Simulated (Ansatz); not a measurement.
## Ba on W(110): change of the work function

Wanted: Δφ(θ) for Ba/W(110), starting from the longbridge site.

Calculated with Ansatz 0.2.0; plane-wave DFT, PBE, Ansatz PAW, in the first sound run; inputs show where later runs differ.

This is a report of a sequence of runs, with most program output left out.

### 1. Starting point

The cell holds 4 atoms: 4 W. Cell: a = 2.737 Å, b = 2.737 Å, c = 24.703 Å, α = 90.0°, β = 90.0°, γ = 70.5°. Vacuum lies along c.

### 2. The clean slab

The bare slab comes first, as the zero from which every change is counted. The two lowest layers are held at bulk places and the upper ones relax. The dipole correction removes the false field that a one-sided slab makes across the periodic vacuum, so each face gets a flat vacuum level of its own.

File input.yaml:

```yaml
crystal:
  lattice:
    - [2.2344574285, -1.58, 0.0]
    - [2.2344574285, 1.58, 0.0]
    - [0.0, 0.0, 24.7033722856]
  atoms:
    - { symbol: W, position: [0.0, 0.0, 0.3643227287] }
    - { symbol: W, position: [0.5, 0.5, 0.4547742429] }
    - { symbol: W, position: [0.0, 0.0, 0.5452257571] }
    - { symbol: W, position: [0.5, 0.5, 0.6356772713] }
kpoints:
  mp_grid: { grid: [12, 12, 1] }
hamiltonian:
  xc: pbe
scf:
  occupations: { method: fermi_dirac, width: 0.1 }
  convergence: { dr2_threshold: 1.0e-08 }
efield:
  axis: 3
  dipole_correction: true
  ramp_position: 0.97
  ramp_width: 0.06
relax:
  f_tol: 0.02
  max_steps: 60
  constraints: [{ sites: [0, 1] }]
output:
  write_potential: true
  write_density: true
  volumetric_format: npy
```

On the command line:

```console
> ansatz run input.yaml --threads 4 --pin off --max-ram 12288MiB --backend cpu --events-out ev --progress --plain --runs-dir out
```

The job ended after 28 s (4 threads of Arm Neoverse V1, shared host; peak memory 0.59 GiB; 1.8 min of CPU time).

The steps of the relaxation:

| step | energy less that of the first step (eV) | largest force component (eV/Å) |
| --- | --- | --- |
| 1 | 0.0000 | 0.6535 |
| 2 | 0.0440 | 1.3654 |
| 3 | -0.0126 | 0.0900 |
| 4 | -0.0130 | 0.0113 |

Relaxation step 2 was tried and not accepted.

Forces are held to the 4 operations that the run works with; a distortion that breaks them can't arise in this run.

The atoms that moved most (Å):

| atom | dx | dy | dz | length |
| --- | --- | --- | --- | --- |
| W3 | 0.000 | 0.000 | 0.038 | 0.038 |

The relaxed structure:

```xyz
4
Lattice="2.2345 -1.5800 0.0000 2.2345 1.5800 0.0000 0.0000 0.0000 24.7034" Properties=species:S:1:pos:R:3
W     0.0000    0.0000    9.0000
W     2.2345    0.0000   11.2345
W     0.0000    0.0000   13.5068
W     2.2345    0.0000   15.6990
```

This step gave:

| Item | Value |
| --- | --- |
| energy at zero smearing | -41536.4168 eV |
| work function, upper face | 4.845 eV |
| work function, lower face | 4.899 eV |
| dipole along the normal | 0.002118 e·Å |
| step between the vacuum levels | -0.05428 eV |

Running mean over 2.234 Å of the planar mean; the ramp of the sawtooth is left out. The electron's electrostatic potential energy less the Fermi level by z:

| z (Å) | electron's electrostatic potential energy less the Fermi level (eV) |
| --- | --- |
| 4 | 4.90 |
| 5 | 4.89 |
| 6 | 4.75 |
| 7 | 3.30 |
| 8 | -5.75 |
| 9 | -12.2 |
| 10 | -12.6 |
| 11 | -12.7 |
| 12 | -12.5 |
| 13 | -12.6 |
| 14 | -13.0 |
| 15 | -12.9 |
| 16 | -11.5 |
| 17 | -2.27 |
| 18 | 4.06 |
| 19 | 4.78 |
| 20 | 4.84 |
| 21 | 4.84 |

The relaxation took 4 steps and lowered the energy by 0.013 eV; the largest force on the free atoms ends at 0.011 eV/Å.

The work function of the upper face is 4.84 eV.

### 3. Adsorbate added, k-mesh 4×4×1, coverage 0.111 ML

System of this step: BaW36 (Ba/W(110)). The cell holds 37 atoms: 36 W and 1 Ba. Cell: a = 8.210 Å, b = 8.210 Å, c = 28.328 Å, α = 90.0°, β = 90.0°, γ = 70.5°. Vacuum lies along c.

The clean slab as it ended is repeated in the plane and the adsorbate is set on one face; the cell's size fixes the coverage, and the k-mesh shrinks with it to keep the sampling density about even. Adsorbate and upper layers relax, since the dipole depends on the height.

File input.yaml:

```yaml
crystal:
  lattice:
    - [6.7033722855, -4.74, 0.0]
    - [6.7033722855, 4.74, 0.0]
    - [0.0, 0.0, 28.3284687442]
  atoms:
    - { symbol: W, position: [0.0, 0.0, 0.3177016055] }
    - { symbol: W, position: [0.1666666667, 0.1666666667, 0.3965783513] }
    - { symbol: W, position: [0.0, 0.0, 0.4767921915] }
    - { symbol: W, position: [0.1666666667, 0.1666666667, 0.5541761442] }
    - { symbol: W, position: [0.0, 0.3333333333, 0.3177016055] }
    - { symbol: W, position: [0.1666666667, 0.5, 0.3965783513] }
    - { symbol: W, position: [0.0, 0.3333333333, 0.4767921915] }
    - { symbol: W, position: [0.1666666667, 0.5, 0.5541761442] }
[... 25 atom lines left out ...]
    - { symbol: W, position: [0.8333333333, 0.8333333333, 0.3965783513] }
    - { symbol: W, position: [0.6666666667, 0.6666666667, 0.4767921915] }
    - { symbol: W, position: [0.8333333333, 0.8333333333, 0.5541761442] }
    - { symbol: Ba, position: [0.0, 0.0, 0.6822983945] }
kpoints:
  mp_grid: { grid: [4, 4, 1] }
hamiltonian:
  xc: pbe
scf:
  occupations: { method: fermi_dirac, width: 0.1 }
  convergence: { dr2_threshold: 1.0e-08 }
efield:
  axis: 3
  dipole_correction: true
  ramp_position: 0.97
  ramp_width: 0.06
relax:
  f_tol: 0.02
  max_steps: 60
  constraints:
    - { sites: [0, 1, 4, 5, 8, 9, 12, 13, 16, 17, 20, 21, 24, 25, 28, 29, 32, 33] }
output:
  bader: true
  write_potential: true
  write_density: true
  volumetric_format: npy
```

Elapsed: 28 min, on 4 threads; peak memory 10 GiB; 1.8 h of CPU time.

Step by step:

| step | energy less that of the first step (eV) | largest force component (eV/Å) |
| --- | --- | --- |
| 1 | 0.0000 | 1.7621 |
| 2 | -0.3733 | 1.7214 |
| 3 | -0.7071 | 1.3961 |
| 4 | -0.9271 | 0.7684 |
| 5 | -1.0043 | 0.2906 |
| 6 | -1.0151 | 0.1700 |
| 7 | -1.0197 | 0.0416 |
| 8 | -1.0201 | 0.0058 |

The run keeps the 4 symmetry operations that it works with, so distortions that break them were not tested.

The atoms that moved most (Å):

| atom | dx | dy | dz | length |
| --- | --- | --- | --- | --- |
| Ba37 | 0.000 | 0.000 | -0.797 | 0.797 |
| W28 | 0.000 | 0.024 | -0.016 | 0.029 |
| W12 | 0.000 | -0.024 | -0.016 | 0.029 |
| W8 | -0.006 | 0.002 | 0.021 | 0.022 |
| W24 | 0.006 | 0.002 | 0.021 | 0.022 |
| W16 | -0.006 | -0.002 | 0.021 | 0.022 |
| W32 | 0.006 | -0.002 | 0.021 | 0.022 |
| W3 | 0.000 | 0.000 | -0.018 | 0.018 |

Final coordinates:

```xyz
37
Lattice="6.7034 -4.7400 0.0000 6.7034 4.7400 0.0000 0.0000 0.0000 28.3285" Properties=species:S:1:pos:R:3
W     0.0000    0.0000    9.0000
W     2.2345    0.0000   11.2345
W     0.0000    0.0000   13.4886
W     2.2273    0.0000   15.7121
W     2.2345    1.5800    9.0000
W     4.4689    1.5800   11.2345
W     2.2397    1.5842   13.4996
W     4.4630    1.5820   15.7201
W     4.4689    3.1600    9.0000
W     6.7034    3.1600   11.2345
W     4.4637    3.1558   13.4996
W     6.7034    3.1358   15.6833
W     2.2345   -1.5800    9.0000
W     4.4689   -1.5800   11.2345
W     2.2397   -1.5842   13.4996
W     4.4630   -1.5820   15.7201
W     4.4689    0.0000    9.0000
W     6.7034    0.0000   11.2345
W     4.4674    0.0000   13.5102
W     6.7034    0.0000   15.7114
W     6.7034    1.5800    9.0000
W     8.9378    1.5800   11.2345
W     6.7034    1.5791   13.5043
W     8.9438    1.5820   15.7201
W     4.4689   -3.1600    9.0000
W     6.7034   -3.1600   11.2345
W     4.4637   -3.1558   13.4996
W     6.7034   -3.1358   15.6833
W     6.7034   -1.5800    9.0000
W     8.9378   -1.5800   11.2345
W     6.7034   -1.5791   13.5043
W     8.9438   -1.5820   15.7201
W     8.9378    0.0000    9.0000
W    11.1723    0.0000   11.2345
W     8.9393    0.0000   13.5102
W    11.1794    0.0000   15.7121
Ba    0.0000    0.0000   18.5317
```

Numbers from this step:

| Item | Value |
| --- | --- |
| energy at zero smearing | -379779.0162 eV |
| work function, upper face | 2.125 eV |
| work function, lower face | 4.885 eV |
| dipole along the normal | 0.9695 e·Å |
| step between the vacuum levels | -2.761 eV |

Running mean over 2.234 Å of the planar mean; the ramp of the sawtooth is left out. Table of electron's electrostatic potential energy less the Fermi level by z:

z (Å), electron's electrostatic potential energy less the Fermi level (eV) and a bar from the least value:
```
        4        4.9 ##############################
        5        4.9 ##############################
        6        4.7 ##############################
        7        3.3 ###########################
        8       -5.8 ############
        9      -12.2 #
       10      -12.6 
       11      -12.7 
       12      -12.5 #
       13      -12.6 
       14      -12.8 
       15      -12.7 
       16      -11.5 ##
       17       -3.2 ################
       18        1.2 ########################
       19        0.9 #######################
       20        1.6 ########################
       21        2.0 #########################
       22        2.1 #########################
       23        2.1 #########################
       24        2.1 #########################
       25        2.1 #########################
```

The relaxation took 8 steps and lowered the energy by 1.0 eV; the largest force on the free atoms ends at 0.0058 eV/Å.

The covered face has 2.12 eV, -2.72 eV against the clean one; the bare back face has moved by -0.01 eV, a measure of how thin the slab is.

### 4. Adsorbate added, k-mesh 6×6×1, coverage 0.25 ML

System of this step: BaW16 (Ba/W(110)). The cell holds 17 atoms: 16 W and 1 Ba. Cell: a = 5.473 Å, b = 5.473 Å, c = 28.328 Å, α = 90.0°, β = 90.0°, γ = 70.5°. Vacuum lies along c.

Another coverage, to see how the dipoles act on each other as their distance changes.

File input.yaml:

```yaml
crystal:
  lattice:
    - [4.468914857, -3.16, 0.0]
    - [4.468914857, 3.16, 0.0]
    - [0.0, 0.0, 28.3284687442]
  atoms:
    - { symbol: W, position: [0.0, 0.0, 0.3177016055] }
    - { symbol: W, position: [0.25, 0.25, 0.3965783513] }
    - { symbol: W, position: [0.0, 0.0, 0.4767921915] }
    - { symbol: W, position: [0.25, 0.25, 0.5541761442] }
    - { symbol: W, position: [0.0, 0.5, 0.3177016055] }
    - { symbol: W, position: [0.25, 0.75, 0.3965783513] }
    - { symbol: W, position: [0.0, 0.5, 0.4767921915] }
    - { symbol: W, position: [0.25, 0.75, 0.5541761442] }
    - { symbol: W, position: [0.5, 0.0, 0.3177016055] }
    - { symbol: W, position: [0.75, 0.25, 0.3965783513] }
    - { symbol: W, position: [0.5, 0.0, 0.4767921915] }
    - { symbol: W, position: [0.75, 0.25, 0.5541761442] }
    - { symbol: W, position: [0.5, 0.5, 0.3177016055] }
    - { symbol: W, position: [0.75, 0.75, 0.3965783513] }
    - { symbol: W, position: [0.5, 0.5, 0.4767921915] }
    - { symbol: W, position: [0.75, 0.75, 0.5541761442] }
    - { symbol: Ba, position: [0.0, 0.0, 0.6822983945] }
kpoints:
  mp_grid: { grid: [6, 6, 1] }
hamiltonian:
  xc: pbe
scf:
  occupations: { method: fermi_dirac, width: 0.1 }
  convergence: { dr2_threshold: 1.0e-08 }
efield:
  axis: 3
  dipole_correction: true
  ramp_position: 0.97
  ramp_width: 0.06
relax:
  f_tol: 0.02
  max_steps: 60
  constraints: [{ sites: [0, 1, 4, 5, 8, 9, 12, 13] }]
output:
  bader: true
  dos: { projected: true, e_range: [-8, 4] }
  write_potential: true
  write_density: true
  volumetric_format: npy
  elf: true
```

It took 8.1 min on 4 threads; peak memory 3.1 GiB.

The steps of the relaxation:

| step | energy less that of the first step (eV) | largest force component (eV/Å) |
| --- | --- | --- |
| 1 | 0.0000 | 1.1857 |
| 2 | -0.2230 | 1.1984 |
| 3 | -0.4727 | 1.0272 |
| 4 | -0.6483 | 0.6368 |
| 5 | -0.7109 | 0.2564 |
| 6 | -0.7181 | 0.1165 |
| 7 | -0.7197 | 0.0262 |
| 8 | -0.7198 | 0.0016 |

Forces are held to the 4 operations that the run works with; a distortion that breaks them can't arise in this run.

The atoms that moved most (Å):

| atom | dx | dy | dz | length |
| --- | --- | --- | --- | --- |
| Ba17 | 0.000 | 0.000 | -0.781 | 0.781 |
| W16 | 0.024 | 0.000 | 0.034 | 0.042 |
| W4 | -0.024 | 0.000 | 0.034 | 0.042 |
| W12 | 0.000 | 0.033 | -0.001 | 0.033 |
| W8 | 0.000 | -0.033 | -0.001 | 0.033 |
| W7 | 0.000 | 0.000 | -0.010 | 0.010 |
| W11 | 0.000 | 0.000 | -0.010 | 0.010 |
| W15 | 0.000 | 0.000 | -0.006 | 0.006 |

This step gave:

```
energy at zero smearing        : -172096.6412 eV
work function, upper face      : 2.030 eV
work function, lower face      : 4.898 eV
dipole along the normal        : 0.4477 e·Å
step between the vacuum levels : -2.868 eV
```

Running mean over 2.234 Å of the planar mean; the ramp of the sawtooth is left out. Table of electron's electrostatic potential energy less the Fermi level by z:

z (Å), electron's electrostatic potential energy less the Fermi level (eV) and a bar from the least value:
```
        4        4.9 ##############################
        5        4.9 ##############################
        6        4.8 ##############################
        7        3.3 ###########################
        8       -5.8 ############
        9      -12.2 #
       10      -12.6 
       11      -12.7 
       12      -12.5 
       13      -12.6 
       14      -12.7 
       15      -12.6 
       16      -11.5 ##
       17       -4.1 ###############
       18       -1.5 ###################
       19       -2.2 ##################
       20        0.0 ######################
       21        1.6 ########################
       22        1.9 #########################
       23        2.0 #########################
       24        2.0 #########################
       25        2.0 #########################
```

The density of states has structure finer than the step of the table below, so its rows give means over 0.25 eV, whole bins alone (the curve runs from -8 to 1.77 eV). Peaks (eV: height): -4.540: 28.0, -3.310: 31.2, -3.100: 43.2, -2.890: 29.1, -2.740: 31.3, -2.590: 27.1, -1.470: 27.5.

Table of density of states by energy, zero at the Fermi level; means over each step:

| energy (eV) | density of states (states/eV a cell) |
| --- | --- |
| -7.75 | 0.937 |
| -7.50 | 1.71 |
| -7.25 | 2.02 |
| -7.00 | 2.27 |
| -6.75 | 2.23 |
| -6.50 | 1.64 |
| -6.25 | 4.18 |
| -6.00 | 5.13 |
| -5.75 | 10.8 |
| -5.50 | 8.37 |
| -5.25 | 10.9 |
| -5.00 | 11.6 |
| -4.75 | 13.2 |
| -4.50 | 21.1 |
| -4.25 | 12.6 |
| -4.00 | 12.2 |
| -3.75 | 8.85 |
| -3.50 | 8.44 |
| -3.25 | 20.3 |
| -3.00 | 23.4 |
| -2.75 | 23.9 |
| -2.50 | 20.3 |
| -2.25 | 20.0 |
| -2.00 | 22.2 |
| -1.75 | 22.2 |
| -1.50 | 23.1 |
| -1.25 | 15.5 |
| -1.00 | 15.0 |
| -0.75 | 10.3 |
| -0.50 | 14.7 |
| -0.25 | 11.5 |
| 0.00 | 13.8 |
| 0.25 | 13.7 |
| 0.50 | 14.8 |
| 0.75 | 15.0 |
| 1.00 | 19.2 |
| 1.25 | 21.2 |
| 1.50 | 21.8 |

Projected DOS per atom over height of the atomic layer and energy from the Fermi level. Layers: W4 W4 W4 W4 Ba from below.

Values in states/eV, 22 rows by 5 columns, each cell a mean:
```
1.06 1.25 1.17 0.94 0.23
1.11 0.99 1.00 1.04 0.28
1.08 0.61 0.59 0.89 0.35
0.93 0.46 0.49 0.92 0.70
0.78 0.44 0.46 0.90 0.33
1.05 0.40 0.45 0.85 0.25
1.22 0.49 0.53 1.17 0.34
1.72 0.92 0.94 1.64 0.47
1.38 1.08 1.07 1.68 0.37
1.35 1.14 1.14 1.41 0.08
1.33 1.63 1.60 1.38 0.04
0.67 1.26 1.24 0.71 0.01
0.58 0.65 0.64 0.60 0.01
0.77 0.87 0.87 0.77 0.02
0.83 1.20 1.19 0.85 0.03
0.48 0.93 0.93 0.48 0.03
0.39 0.84 0.83 0.40 0.03
0.27 0.46 0.45 0.27 0.02
0.10 0.19 0.19 0.10 0.01
0.11 0.17 0.17 0.11 0.01
0.09 0.16 0.16 0.09 0.01
0.03 0.09 0.09 0.03 0.00
```
Columns: height of the atomic layer (Å) from 9 to 18.5 (not evenly spaced); rows upwards: energy from the Fermi level (eV) from -7.96 to 1.75.

Valence density in the ca plane at fractional y = 0.000, with atoms of W and Ba within 0.2 Å of it. It is the smooth field of the valence electrons, not physical close to the nuclei.

Ten steps, logarithmic in the rise over the least value, from '0' (0.0 e/Å³) to '9' (5.0 e/Å³), each cell a mean:
```
99744444457999854433333576566421000000000000
98544444445898644444333467765310000000000000
65444444444565444444433345554210000000000000
44444444444444444444432223322100000000000000
65444444444565444444332111110000000000000000
98544444446898644444322110000000000000000000
99754444457999854443322110000000000000000000
99754434458999854433322110000000000000000000
99644444446999754443322110000000000000000000
76544444445677544444332111000000000000000000
54444444444454444444432222211000000000000000
54444444444454444444432234443100000000000000
76544444445677544444333456665310000000000000
99644444447999754443333567676420000000000000
99754434458999854433333575466521000000000000
```
Columns run along c (16.0 Å, from fractional 0.32 to 0.89 of the cell), rows up along a (5.5 Å). Atoms in or near the plane, at fractional coordinates: W at (0.48, 0.00), W at (0.48, 0.50), Ba at (0.65, 0.00).

Electrostatic potential energy in the ca plane at fractional y = 0.000, with atoms of W and Ba within 0.2 Å of it. With pseudopotentials it is smooth inside the atoms' cores, unlike the true potential.

Values in eV, 8 rows by 16 columns, each cell a mean:
```
-38   2   4  -6 -45 -12   6   7  -8 -35 -14   6   8   8   9   9
 -3   4   2   4  -5   3   3   6   4  -9   0   7   8   8   9   9
-11   4   2   2 -15   0   4   6   8   6   6   8   8   8   9   9
-44   2   5  -9 -51 -16   6   8   9   8   8   8   8   8   9   9
-38   2   4  -6 -45 -12   5   7   9   8   7   8   8   8   9   9
 -3   4   2   4  -5   3   3   6   8   4   5   7   8   8   9   9
-11   4   2   2 -15   0   4   6   1 -18  -4   6   8   8   9   9
-44   2   5  -9 -51 -16   6   7 -10 -38 -17   6   8   8   9   9
```
Columns run along c (16.0 Å, from fractional 0.32 to 0.89 of the cell; values clipped at the 3rd and 97th percentile), rows up along a (5.5 Å). Atoms in or near the plane, at fractional coordinates: W at (0.48, 0.00), W at (0.48, 0.50), Ba at (0.65, 0.00).

ELF in the ca plane at fractional y = 0.000, with atoms of W and Ba within 0.2 Å of it. It is the smooth field of the valence electrons, not physical close to the nuclei.

Ten even steps from '0' (0.00) to '9' (0.86), each cell a mean:
```
47435434435746634444532693159841111110000000
76345434433676334434542599899731111110000000
43344444543343345444553269997421111110000000
43454444554444455445665223553110111100000000
43344444543343345444565310100000111100000000
76345434433676334434455421000001111000000000
47435434435746634444455432100111111000000000
16535445436615634544455432111111111000000000
77435434434777434434455431000011111000000000
54344434542464234434555410000001111100000000
33454444554333455444565211221100111100000000
33454444554333455445664237875311111110000000
64344434542464235444553389999621111110000000
77435434434777534444542696489841111110000000
16535445436615634444532781049852111110000000
```
Columns run along c (16.0 Å, from fractional 0.32 to 0.89 of the cell), rows up along a (5.5 Å). Atoms in or near the plane, at fractional coordinates: W at (0.48, 0.00), W at (0.48, 0.50), Ba at (0.65, 0.00).

The relaxation took 8 steps and lowered the energy by 0.72 eV; the largest force on the free atoms ends at 0.0016 eV/Å.

By hand: a sheet of dipoles makes a step −p/(ε₀A) in the electron's potential. With e/ε₀ = 180.95 V·Å, p = 0.4477 e·Å and A = 28.24 Å², that is −180.95 × (0.4477) / 28.24 = -2.868 eV, and the two vacuum levels of the run differ by -2.868 eV.

The covered face has 2.03 eV, -2.81 eV against the clean one; the bare back face has moved by -0.00 eV, a measure of how thin the slab is.

### 5. Work function against coverage

This step: plane-wave DFT, PBE, Ansatz PAW; work function against coverage (Ansatz 0.2.0).

The runs are now put side by side.

This step gave:

* work function of the clean face: 4.845 eV
* largest change of the work function: -2.815 eV

The work function of the covered face by coverage:

| coverage (adsorbates/nm²) | work function of the covered face (eV) |
| --- | --- |
| 0.00 | 4.84 |
| 1.57 | 2.12 |
| 3.54 | 2.03 |

The dipole per adsorbate comes from the change of the cell's dipole. Coverage, by row:

| coverage (1/nm²) | coverage (ML) | work function (eV) | change (eV) | dipole per adsorbate, positive end outwards (debye) | mean height of the added atoms over the highest substrate atom (Å) |
| --- | --- | --- | --- | --- | --- |
| 1.573 | 0.1111 | 2.125 | -2.72 | 4.566 | 2.812 |
| 3.541 | 0.25 | 2.03 | -2.815 | 2.11 | 2.814 |

[end of part 1 of 2]

[Logs are printed without paths, hosts, clocks, repeated set-up lines and the standing remarks that a program may print on its own settings, such as how far it seeks lower states.]

[Hosts, paths, dates, database ids (printed as entryN), source tags and the programs' standing remarks are cut or masked in the printed files.]

[Maps of the electrostatic potential energy from Ansatz leave out the sawtooth potential of an applied field or a dipole correction, so their vacuum need not be flat; planar profiles and work functions include it.]
